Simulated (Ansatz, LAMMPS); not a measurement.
## Finding the fault: liquid Zr at 2800 K (70 atoms)

Program: Ansatz 0.2.0. The cell: 70 Zr.

input.yaml reads:

```yaml
crystal:
  lattice:
    - [12.11754, 0.0, 0.0]
    - [0.0, 12.11754, 0.0]
    - [0.0, 0.0, 12.11754]
  atoms:
    - { symbol: Zr, position: [0.05815, 0.89175, 0.12753] }
    - { symbol: Zr, position: [0.06549, 0.10484, 0.19154] }
    - { symbol: Zr, position: [0.27669, 0.44398, 0.4404] }
    - { symbol: Zr, position: [0.91348, 0.75644, 0.99085] }
    - { symbol: Zr, position: [0.18914, 0.72498, 0.21162] }
    - { symbol: Zr, position: [0.20188, 0.03462, 0.04207] }
    - { symbol: Zr, position: [0.15771, 0.10792, 0.56518] }
    - { symbol: Zr, position: [0.61015, 0.77643, 0.34453] }
    - { symbol: Zr, position: [0.24281, 0.49038, 0.18796] }
    - { symbol: Zr, position: [0.03883, 0.38354, 0.50332] }
    - { symbol: Zr, position: [0.05349, 0.50078, 0.02852] }
    - { symbol: Zr, position: [0.96053, 0.92346, 0.5986] }
    - { symbol: Zr, position: [0.61695, 0.48045, 0.91057] }
    - { symbol: Zr, position: [0.27845, 0.99938, 0.25339] }
    - { symbol: Zr, position: [0.41972, 0.04898, 0.94225] }
    - { symbol: Zr, position: [0.82803, 0.25163, 0.0932] }
    - { symbol: Zr, position: [0.63332, 0.66103, 0.08298] }
    - { symbol: Zr, position: [0.97769, 0.5614, 0.35184] }
    [... 46 atom lines left out ...]
    - { symbol: Zr, position: [0.55015, 0.2946, 0.07258] }
    - { symbol: Zr, position: [0.7975, 0.77657, 0.5184] }
    - { symbol: Zr, position: [0.67298, 0.16675, 0.60272] }
    - { symbol: Zr, position: [0.9965, 0.92642, 0.34893] }
    - { symbol: Zr, position: [0.92145, 0.05248, 0.87511] }
    - { symbol: Zr, position: [0.04596, 0.71258, 0.71118] }
kpoints:
  mp_grid: { grid: [2, 2, 2] }
hamiltonian:
  xc: pbe
scf:
  occupations: { method: fermi_dirac, width: 0.1 }
  eigensolver: { kind: { support_functions: { accuracy: medium, radius: 3.71 } } }
  max_iter: 150
output:
  forces: true
  eigenvalues: true
```

Launch:

```sh
ansatz run input.yaml --threads 4 --pin off --max-ram 8192MiB --backend cpu --events-out ev --progress --plain --runs-dir out
```

What it wrote:

```text
Warning: scf.eigensolver.kind.support_functions: disabling space-group detection — the functions' gradient is summed over unrotated k-points, so no spatial operation reduces the k-mesh or symmetrises the density; time reversal is kept, so that k and −k are solved as one point where they differ and the mesh holds both, and exact exchange and, on two spinor components, a DFT+U term hold to it where the run has them: [...]
settings of this run that can trade accuracy for cost: scf.eigensolver.kind.support_functions [...]
Engine: ansatz 0.2.0, aarch64-unknown-linux-gnu
Pseudopotentials: kind: paw
Pseudopotential: Zr, paw, valence charge 12, recommended cutoff 420 eV (normal), Zr.paw.azcp
[... 5 lines on functional and potentials left out ...]
Error: SCF: the radius of support functions is under 4.16 Å, the least for these sites at the functions' level (scf.eigensolver.kind.support_functions.accuracy). Use scf.eigensolver.kind: auto, or type scf.eigensolver.kind.support_functions.radius at least as long, [...]
```

It took 0.69 s on 4 threads of Arm Neoverse V2, shared host; peak memory 0.24 GiB.

**Question.** What is wrong with this input, and how is it mended?

A radius under the least that the level allows: support_functions.accuracy = "medium" and support_functions.radius = 3.71.

The fix is to use a longer radius.

The run ended with an error.

[Logs are printed without paths, hosts, clocks, repeated set-up lines and the standing remarks that a program may print on its own settings, such as how far it seeks lower states.]

[Hosts, paths, dates, database ids (printed as entryN), source tags and the programs' standing remarks are cut or masked in the printed files.]
